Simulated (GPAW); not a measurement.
## Ballistic transport through a Pt chain with a Zn atom bridging one bond, cheap and dear

How well does a Pt chain with a Zn atom bridging one bond conduct at low bias, and how far do basis and functional move the answer?

Calculated with GPAW 26.7.0; GPAW LCAO, PAW setups; Landauer transmission from Green's functions with principal layers (ASE), zero bias.

## Step 1: Starting point

The cell holds 15 atoms: 14 Pt and 1 Zn. Its edges and angles: a = 9.000 Å, b = 9.000 Å, c = 33.800 Å, α = 90.0°, β = 90.0°, γ = 90.0°. Regions: left lead, 7 atoms (7 Pt); channel, 1 atom (1 Zn); right lead, 7 atoms (7 Pt). Vacuum lies along a and b. The structure is stacked along c, and the current runs across the ab planes.

Coordinates:

```cif
data_structure
_symmetry_space_group_name_H-M 'P 1'
_symmetry_Int_Tables_number 1
_cell_length_a 9.0000
_cell_length_b 9.0000
_cell_length_c 33.8000
_cell_angle_alpha 90.000
_cell_angle_beta 90.000
_cell_angle_gamma 90.000
_cell_volume 2737.80
loop_
_atom_site_label
_atom_site_type_symbol
_atom_site_fract_x
_atom_site_fract_y
_atom_site_fract_z
_atom_site_occupancy
Pt1 Pt 0.50000 0.50000 0.03550 1
Pt2 Pt 0.50000 0.50000 0.10651 1
Pt3 Pt 0.50000 0.50000 0.17751 1
Pt4 Pt 0.50000 0.50000 0.24852 1
Pt5 Pt 0.50000 0.50000 0.31953 1
Pt6 Pt 0.50000 0.50000 0.39053 1
Pt7 Pt 0.50000 0.50000 0.46154 1
Zn8 Zn 0.72986 0.50000 0.50000 1
Pt9 Pt 0.50000 0.50000 0.53846 1
Pt10 Pt 0.50000 0.50000 0.60947 1
Pt11 Pt 0.50000 0.50000 0.68047 1
Pt12 Pt 0.50000 0.50000 0.75148 1
Pt13 Pt 0.50000 0.50000 0.82249 1
Pt14 Pt 0.50000 0.50000 0.89349 1
Pt15 Pt 0.50000 0.50000 0.96450 1
```

## Step 2: GPAW, dzp

Localised orbitals split the wire into layers that couple to their neighbours alone, which is what the Green's function method needs; double zeta with polarisation is the usual level for numbers.

run.py reads:

```python
import json
import numpy as np
from ase import Atoms
from ase.transport.calculators import TransportCalculator
from gpaw import GPAW, FermiDirac
from gpaw.lcao.tools import get_lcao_hamiltonian
from scipy.linalg import eigh

# The junction with lead layers at both ends, along the third cell vector
device = Atoms(
    ['Pt', 'Pt', 'Pt', 'Pt', 'Pt', 'Pt', 'Pt', 'Zn', 'Pt', 'Pt', 'Pt', 'Pt', 'Pt', 'Pt', 'Pt'],
    positions=[
        [4.50000, 4.50000, 1.20000],
        [4.50000, 4.50000, 3.60000],
        [4.50000, 4.50000, 6.00000],
        [4.50000, 4.50000, 8.40000],
        [4.50000, 4.50000, 10.80000],
        [4.50000, 4.50000, 13.20000],
        [4.50000, 4.50000, 15.60000],
        [6.56875, 4.50000, 16.90000],
        [4.50000, 4.50000, 18.20000],
        [4.50000, 4.50000, 20.60000],
        [4.50000, 4.50000, 23.00000],
        [4.50000, 4.50000, 25.40000],
        [4.50000, 4.50000, 27.80000],
        [4.50000, 4.50000, 30.20000],
        [4.50000, 4.50000, 32.60000]],
    cell=[[9.0, 0.0, 0.0], [0.0, 9.0, 0.0], [0.0, 0.0, 33.8]],
    pbc=True)

# One principal layer of the lead: the first 5 atoms of the device
lead = Atoms(
    ['Pt', 'Pt', 'Pt', 'Pt', 'Pt'],
    positions=[
        [4.50000, 4.50000, 1.20000],
        [4.50000, 4.50000, 3.60000],
        [4.50000, 4.50000, 6.00000],
        [4.50000, 4.50000, 8.40000],
        [4.50000, 4.50000, 10.80000]],
    cell=[[9.0, 0.0, 0.0], [0.0, 9.0, 0.0], [0.0, 0.0, 12.0]],
    pbc=True)

settings = dict(mode='lcao', basis='dzp', xc='PBE', h=0.2,
                occupations=FermiDirac(0.1), maxiter=250,
                mixer=dict(beta=0.1, nmaxold=8, weight=100.0),
                convergence=dict(density=0.0001))
energies = np.arange(-3, 3 + 1e-9, 0.075)
eta = 0.0001
n1, n2 = 1, 1
# k and -k transmit alike, so half of the mesh across the current serves
mesh = [(i, j) for i in range(n1) for j in range(n2) if (i, j) <= (-i % n1, -j % n2)]
weights = np.array([1 if (i, j) == (-i % n1, -j % n2) else 2 for i, j in mesh]) / (n1 * n2)

# [... helper functions left out ...]
fermi_lead = ground_state(lead, (1, 1, 10), 'lead.txt')
fermi_device = ground_state(device, (1, 1, 3), 'device.txt')
# [... loop over the mesh left out, but for ...]
        # Shift the lead onto the potential of the device's first layer
        shift = ((H[:, 0, 0] - H0[:, 0, 0]) / S0[0, 0]).real.mean()
# [...]
kT = 8.617333e-5 * 200
bias = [0.1, 0.2, 0.5, 1.0, 1.5, 2.0]
# [... integrals and printing left out ...]
```

Command:

```
OMP_NUM_THREADS=1 OPENBLAS_NUM_THREADS=1 python run.py
```

The log of the run:

```text
basis functions: device 399, principal layer 135
Fermi level: lead -4.5367 eV, device -4.2955 eV; lead shifted by 0.0004 eV
largest coupling past the next layer 8.09e-06 eV, largest misfit of the first layer 0.135 eV
  E-E_F (eV)   T (one spin)  [channel counts left out]
    -3.000    1.7466e+00
    -2.925    1.7987e+00
    -2.850    1.8643e+00
    -2.775    1.9436e+00
    -2.700    2.0320e+00
    -2.625    2.1230e+00
    -2.550    2.2105e+00
    -2.475    2.2902e+00
    -2.400    2.3603e+00
    -2.325    2.4205e+00
    -2.250    2.4715e+00
    -2.175    2.5143e+00
    -2.100    2.5503e+00
    -2.025    2.5804e+00
    -1.950    2.6054e+00
    -1.875    2.6257e+00
[...]
2.475    9.9373e-01
     2.550    9.9230e-01
     2.625    9.9060e-01
     2.700    9.8854e-01
     2.775    9.8601e-01
     2.850    9.8281e-01
     2.925    9.7856e-01
     3.000    9.7251e-01
conductance at 200 K: 3.2447 G0 a cell; thermopower 1.854 uV/K
current from the zero-bias T(E) at 0.1 V: 25.116 uA
current from the zero-bias T(E) at 0.2 V: 50.096 uA
current from the zero-bias T(E) at 0.5 V: 122.75 uA
current from the zero-bias T(E) at 1.0 V: 233.99 uA
current from the zero-bias T(E) at 1.5 V: 335.57 uA
current from the zero-bias T(E) at 2.0 V: 431.27 uA
```

Elapsed: 85 s, on 1 thread of AMD EPYC 9R45, shared host; peak memory 1.4 GiB.

Numbers from this step:

| Property | Result |
| --- | --- |
| conductance | 3.245 G₀ |
| thermopower | 1.854 μV/K |
| largest coupling past the next principal layer | 8.09e-6 eV |
| largest misfit of the first principal layer | 0.1352 eV |
| shift that aligns the lead | 4.45e-4 eV |
| basis functions of the junction | 399 |
| basis functions of a principal layer | 135 |
| transmission at the Fermi level (one spin) | 3.251 |

One spin. Transmission, zone mean against energy, zero at the Fermi level:

energy (eV), transmission, zone mean and a bar from the least value:
```
  -3.0000       1.75 #######
  -2.7750       1.94 ########
  -2.4750       2.29 ###########
  -2.2500       2.47 ############
  -2.0250       2.58 #############
  -1.7250       2.65 ##############
  -1.5000       3.46 ####################
  -1.2750       3.35 ###################
  -1.1250       4.73 ##############################
  -0.9750       4.17 ##########################
  -0.7500       3.81 #######################
  -0.5250       3.73 ######################
  -0.2250       3.40 ####################
   0.0000       3.25 ##################
   0.2250       2.74 ##############
   0.5250       1.74 ######
   0.7500       0.92 
   0.9750       0.98 
   1.2750       0.99 #
   1.5000       1.00 #
   1.7250       1.00 #
   2.0250       1.00 #
   2.2500       1.00 #
   2.4750       0.99 #
   2.7750       0.99 #
   3.0000       0.97
```

Not self-consistent under bias; the bias window is split evenly. The current through one cell, from the zero-bias transmission by bias:

```csv
bias (V),"current through one cell, from the zero-bias transmission (μA)"
0.100,25.1
0.200,50.1
0.500,123
1.000,234
1.500,336
2.000,431
```

Table of transmission of the three most open eigenchannels by energy, zero at the Fermi level:

```csv
energy (eV),channel 1,channel 2,channel 3
-3.00,0.944,0.798,0.00482
-2.85,0.947,0.846,0.0712
-2.70,0.948,0.873,0.211
-2.55,0.949,0.888,0.373
-2.33,0.949,0.901,0.570
-2.17,0.948,0.907,0.659
-2.02,0.945,0.913,0.722
-1.88,0.939,0.920,0.767
-1.73,0.930,0.918,0.799
-1.57,0.970,0.959,0.885
-1.35,0.997,0.915,0.798
-1.20,0.949,0.920,0.865
-1.05,0.937,0.929,0.894
-0.90,0.913,0.912,0.892
-0.75,0.931,0.911,0.901
-0.60,0.931,0.920,0.914
-0.38,0.946,0.935,0.915
-0.23,0.956,0.945,0.860
-0.07,0.953,0.949,0.859
0.00,0.949,0.948,0.846
0.07,0.946,0.940,0.823
0.23,0.935,0.922,0.696
0.38,0.908,0.902,0.241
0.60,0.900,0.753,0.0300
0.75,0.919,1.4e-6,6.5e-8
0.90,0.968,1.4e-6,2.5e-11
1.05,0.984,1.4e-6,0
1.20,0.992,1.4e-6,0
1.35,0.996,1.5e-6,0
1.57,0.999,1.5e-6,0
1.73,0.999,1.5e-6,0
1.88,0.999,1.6e-6,0
2.02,0.999,1.6e-6,0
2.17,0.998,1.6e-6,0
2.33,0.996,1.6e-6,0
2.55,0.992,1.7e-6,0
2.70,0.989,1.7e-6,0
2.85,0.983,1.7e-6,6.6e-12
3.00,0.973,1.8e-6,1.1e-12
```

Couplings past the next layer reach 8.1e-6 eV, small enough to drop; the matrix elements of the cell's first layer differ from the bulk lead's by up to 0.14 eV. That layer keeps its own values in the calculation, and only beyond it is the lead taken as perfect. The Fermi levels of lead and junction count from different zeros of potential, one for each periodic cell; with both set to zero, the small remaining shift is what aligns them. Without spin-orbit coupling, which is large for these atoms, channel counts and T are those of the scalar-relativistic bands. By hand: G = 3.245 × 77.48 μS = 251 μS, a resistance of 3.98 kΩ; at 0.1 V a linear junction would pass 25.1 μA, and the integral over the bias window gives 25.1 μA. Mott's formula, S = -(π²/3)(k_B²T/e) d ln T/dE, has the prefactor 4.89 μV/K·eV at 200 K; T = 3.323 at -0.075 eV and 3.141 at 0.075 eV give a slope of -0.377 per eV and S = 1.84 μV/K, beside 1.85 μV/K from the thermal integral, which interpolates the same grid.

## Step 3: Single-zeta polarised basis

The second zeta is dropped, the polarisation orbitals stay.

run.py: that of step 2 with these lines changed.

```diff
@@ -42,3 +42,3 @@
 
-settings = dict(mode='lcao', basis='dzp', xc='PBE', h=0.2,
+settings = dict(mode='lcao', basis='szp(dzp)', xc='PBE', h=0.2,
                 occupations=FermiDirac(0.1), maxiter=250,
```

The log of the run:

```text
basis functions: device 222, principal layer 75
Fermi level: lead -4.6629 eV, device -4.3922 eV; lead shifted by -0.0025 eV
largest coupling past the next layer 8.13e-06 eV, largest misfit of the first layer 0.114 eV
  E-E_F (eV)   T (one spin)  [channel counts left out]
    -3.000    1.7554e+00
    -2.925    1.8092e+00
    -2.850    1.8759e+00
    -2.775    1.9551e+00
    -2.700    2.0424e+00
    -2.625    2.1321e+00
    -2.550    2.2181e+00
    -2.475    2.2964e+00
    -2.400    2.3644e+00
    -2.325    2.4216e+00
    -2.250    2.4686e+00
    -2.175    2.5067e+00
    -2.100    2.5374e+00
    -2.025    2.5622e+00
    -1.950    2.5821e+00
    -1.875    2.5977e+00
[...]
2.475    9.9533e-01
     2.550    9.9412e-01
     2.625    9.9265e-01
     2.700    9.9088e-01
     2.775    9.8868e-01
     2.850    9.8595e-01
     2.925    9.8243e-01
     3.000    9.7768e-01
conductance at 200 K: 3.2707 G0 a cell; thermopower 1.882 uV/K
current from the zero-bias T(E) at 0.1 V: 25.314 uA
current from the zero-bias T(E) at 0.2 V: 50.48 uA
current from the zero-bias T(E) at 0.5 V: 123.51 uA
current from the zero-bias T(E) at 1.0 V: 234.98 uA
current from the zero-bias T(E) at 1.5 V: 333.64 uA
current from the zero-bias T(E) at 2.0 V: 429.03 uA
```

Wall time 56 s (1 thread); peak memory 1.3 GiB.

Numbers from this step:

| Quantity | Value |
| --- | --- |
| conductance | 3.271 G₀ |
| thermopower | 1.882 μV/K |
| largest coupling past the next principal layer | 8.13e-6 eV |
| largest misfit of the first principal layer | 0.1141 eV |
| shift that aligns the lead | -0.002465 eV |
| basis functions of the junction | 222 |
| basis functions of a principal layer | 75 |
| transmission at the Fermi level (one spin) | 3.278 |

One spin. The transmission, zone mean by energy, zero at the Fermi level:

```csv
energy (eV),"transmission, zone mean"
-3.00,1.76
-2.85,1.88
-2.70,2.04
-2.55,2.22
-2.33,2.42
-2.17,2.51
-2.02,2.56
-1.88,2.60
-1.73,2.61
-1.57,2.25
-1.35,3.30
-1.20,4.56
-1.12,4.69
-1.05,4.57
-0.90,3.96
-0.75,3.78
-0.60,3.71
-0.38,3.72
-0.23,3.42
-0.07,3.35
0.00,3.28
0.07,3.16
0.23,2.75
0.38,2.06
0.60,1.64
0.75,0.919
0.90,0.965
1.05,0.982
1.20,0.991
1.35,0.995
1.57,0.998
1.73,0.999
1.88,0.999
2.02,0.999
2.17,0.998
2.33,0.997
2.55,0.994
2.70,0.991
2.85,0.986
3.00,0.978
```

Not self-consistent under bias; the bias window is split evenly. Table of current through one cell, from the zero-bias transmission by bias:

```csv
bias (V),"current through one cell, from the zero-bias transmission (μA)"
0.100,25.3
0.200,50.5
0.500,124
1.000,235
1.500,334
2.000,429
```

Table of transmission of the three most open eigenchannels by energy, zero at the Fermi level:

```csv
energy (eV),channel 1,channel 2,channel 3
-3.00,0.946,0.800,0.00895
-2.77,0.949,0.863,0.143
-2.55,0.950,0.893,0.375
-2.40,0.949,0.904,0.511
-2.17,0.947,0.911,0.648
-1.95,0.941,0.916,0.726
-1.73,0.927,0.915,0.769
-1.57,0.955,0.854,0.439
-1.35,0.997,0.880,0.793
-1.12,0.954,0.952,0.920
-0.90,0.919,0.898,0.897
-0.75,0.925,0.913,0.905
-0.53,0.942,0.926,0.924
-0.30,0.957,0.948,0.866
-0.07,0.957,0.955,0.867
0.00,0.958,0.950,0.856
0.07,0.956,0.941,0.832
0.30,0.936,0.901,0.424
0.53,0.880,0.845,2.9e-4
0.75,0.919,5.3e-7,1.3e-9
0.90,0.965,5.4e-7,5.5e-12
1.12,0.987,5.5e-7,0
1.35,0.995,5.6e-7,0
1.57,0.998,5.7e-7,0
1.73,0.999,5.8e-7,0
1.95,0.999,5.9e-7,0
2.17,0.998,6.0e-7,0
2.40,0.996,6.1e-7,0
2.55,0.994,6.1e-7,0
2.77,0.989,6.2e-7,0
3.00,0.978,6.3e-7,0
```

The conductance, 3.27 G₀, lies 0.8 % above that of the dzp run.

## Step 4: GPAW, sz: basis = "sz(dzp)"

One function for each valence shell of the setup, as for a first survey of a large system.

run.py: that of step 3 with these lines changed.

```diff
@@ -42,3 +42,3 @@
 
-settings = dict(mode='lcao', basis='szp(dzp)', xc='PBE', h=0.2,
+settings = dict(mode='lcao', basis='sz(dzp)', xc='PBE', h=0.2,
                 occupations=FermiDirac(0.1), maxiter=250,
```

The log of the run:

```text
basis functions: device 177, principal layer 60
Fermi level: lead -4.6766 eV, device -4.4116 eV; lead shifted by -0.0029 eV
largest coupling past the next layer 8.11e-06 eV, largest misfit of the first layer 0.104 eV
  E-E_F (eV)   T (one spin)  [channel counts left out]
    -3.000    1.8502e+00
    -2.925    1.9243e+00
    -2.850    2.0080e+00
[...]
2.925    9.7672e-01
     3.000    9.7127e-01
conductance at 200 K: 3.2506 G0 a cell; thermopower 2.066 uV/K
current from the zero-bias T(E) at 0.1 V: 25.155 uA
current from the zero-bias T(E) at 0.2 V: 50.145 uA
current from the zero-bias T(E) at 0.5 V: 122.54 uA
current from the zero-bias T(E) at 1.0 V: 233.53 uA
current from the zero-bias T(E) at 1.5 V: 328.92 uA
current from the zero-bias T(E) at 2.0 V: 422.33 uA
```

Wall time 45 s (1 thread); peak memory 1.3 GiB.

Numbers from this step:

| Quantity | Value |
| --- | --- |
| conductance | 3.251 G₀ |
| thermopower | 2.066 μV/K |
| largest coupling past the next principal layer | 8.11e-6 eV |
| largest misfit of the first principal layer | 0.1044 eV |
| shift that aligns the lead | -0.002867 eV |
| basis functions of the junction | 177 |
| basis functions of a principal layer | 60 |
| transmission at the Fermi level (one spin) | 3.259 |

The conductance equals that of the dzp run to 0.2 %.

## Step 5: revPBE in the dzp basis: xc = "revPBE"

Back in the dzp basis, the functional changes from PBE to revPBE, to set the spread between functionals beside that between bases.

run.py: that of step 4 with these lines changed.

```diff
@@ -42,3 +42,3 @@
 
-settings = dict(mode='lcao', basis='sz(dzp)', xc='PBE', h=0.2,
+settings = dict(mode='lcao', basis='dzp', xc='revPBE', h=0.2,
                 occupations=FermiDirac(0.1), maxiter=250,
```

The log of the run:

```text
basis functions: device 399, principal layer 135
Fermi level: lead -4.4406 eV, device -4.1952 eV; lead shifted by -0.0007 eV
largest coupling past the next layer 8.03e-06 eV, largest misfit of the first layer 0.132 eV
  E-E_F (eV)   T (one spin)  [channel counts left out]
    -3.000    1.7506e+00
    -2.925    1.7992e+00
    -2.850    1.8626e+00
[...]
2.925    9.7780e-01
     3.000    9.7101e-01
conductance at 200 K: 3.2303 G0 a cell; thermopower 1.953 uV/K
current from the zero-bias T(E) at 0.1 V: 25.003 uA
current from the zero-bias T(E) at 0.2 V: 49.864 uA
current from the zero-bias T(E) at 0.5 V: 122.11 uA
current from the zero-bias T(E) at 1.0 V: 232.46 uA
current from the zero-bias T(E) at 1.5 V: 333.2 uA
current from the zero-bias T(E) at 2.0 V: 427.77 uA
```

Wall time 85 s (1 thread); peak memory 1.4 GiB.

Numbers from this step:

```
conductance                                    : 3.230 G₀
thermopower                                    : 1.953 μV/K
largest coupling past the next principal layer : 8.03e-6 eV
largest misfit of the first principal layer    : 0.1316 eV
shift that aligns the lead                     : -6.81e-4 eV
basis functions of the junction                : 399
basis functions of a principal layer           : 135
transmission at the Fermi level (one spin)     : 3.237
```

The conductance, 3.23 G₀, lies 0.4 % below that of the dzp run.

## Step 6: All levels side by side

Times are for 1 thread of AMD EPYC 9R45, shared host. The runs compared:

```csv
no.,run,conductance (G₀),time,memory (GiB)
1,dzp,3.245,85 s,1.4
2,szp,3.271,56 s,1.3
3,sz,3.251,45 s,1.3
4,dzp revPBE,3.230,85 s,1.4
```

## Step 7: The levels side by side

The curves are compared point by point over the common energies.

This step: comparison of transmission and cost over codes and levels (GPAW 26.7.0).

Ladder, by row:

```csv
step,code,T at the Fermi level (sum over the listed spins),conductance (G0),r.m.s. T(E) from the first,wall time (s),peak memory (GiB),threads
dzp,GPAW,3.251,3.245,0,84.86,1.38,1
szp,GPAW,3.278,3.271,0.1162,55.95,1.31,1
sz,GPAW,3.259,3.251,0.1312,44.92,1.27,1
dzp-revPBE,GPAW,3.237,3.23,0.02919,85.28,1.37,1
```

Table of transmission, zone mean, sum over the listed spins by energy, zero at the Fermi level:

```csv
energy (eV),dzp,szp,sz,dzp-revPBE
-3.00,1.75,1.76,1.85,1.75
-2.77,1.94,1.96,2.10,1.94
-2.55,2.21,2.22,2.34,2.21
-2.25,2.47,2.47,2.53,2.48
-2.02,2.58,2.56,2.58,2.58
-1.80,2.64,2.61,2.59,2.63
-1.57,2.81,2.25,2.55,2.80
-1.50,3.46,2.85,2.83,3.42
-1.35,3.48,3.30,3.24,3.52
-1.12,4.73,4.69,4.65,4.72
-1.05,4.59,4.57,4.46,4.48
-0.82,3.88,3.85,3.77,3.83
-0.60,3.68,3.71,3.64,3.67
-0.38,3.69,3.72,3.74,3.65
-0.15,3.37,3.39,3.38,3.36
0.00,3.25,3.28,3.26,3.24
0.15,2.98,2.99,2.95,2.95
0.38,2.05,2.06,2.06,2.06
0.60,1.68,1.64,1.53,1.66
0.82,0.951,0.949,0.933,0.948
1.05,0.984,0.982,0.976,0.983
1.35,0.996,0.995,0.993,0.996
1.57,0.999,0.998,0.997,0.999
1.80,0.999,0.999,0.999,0.999
2.02,0.999,0.999,0.999,0.999
2.25,0.997,0.998,0.997,0.997
2.55,0.992,0.994,0.992,0.992
2.77,0.986,0.989,0.984,0.986
3.00,0.973,0.978,0.971,0.971
```

[end of part 1 of 2]

[Logs are printed without paths, hosts, clocks, repeated set-up lines and the standing remarks that a program may print on its own settings, such as how far it seeks lower states.]

[Hosts, paths, dates, database ids (printed as entryN), source tags and the programs' standing remarks are cut or masked in the printed files.]
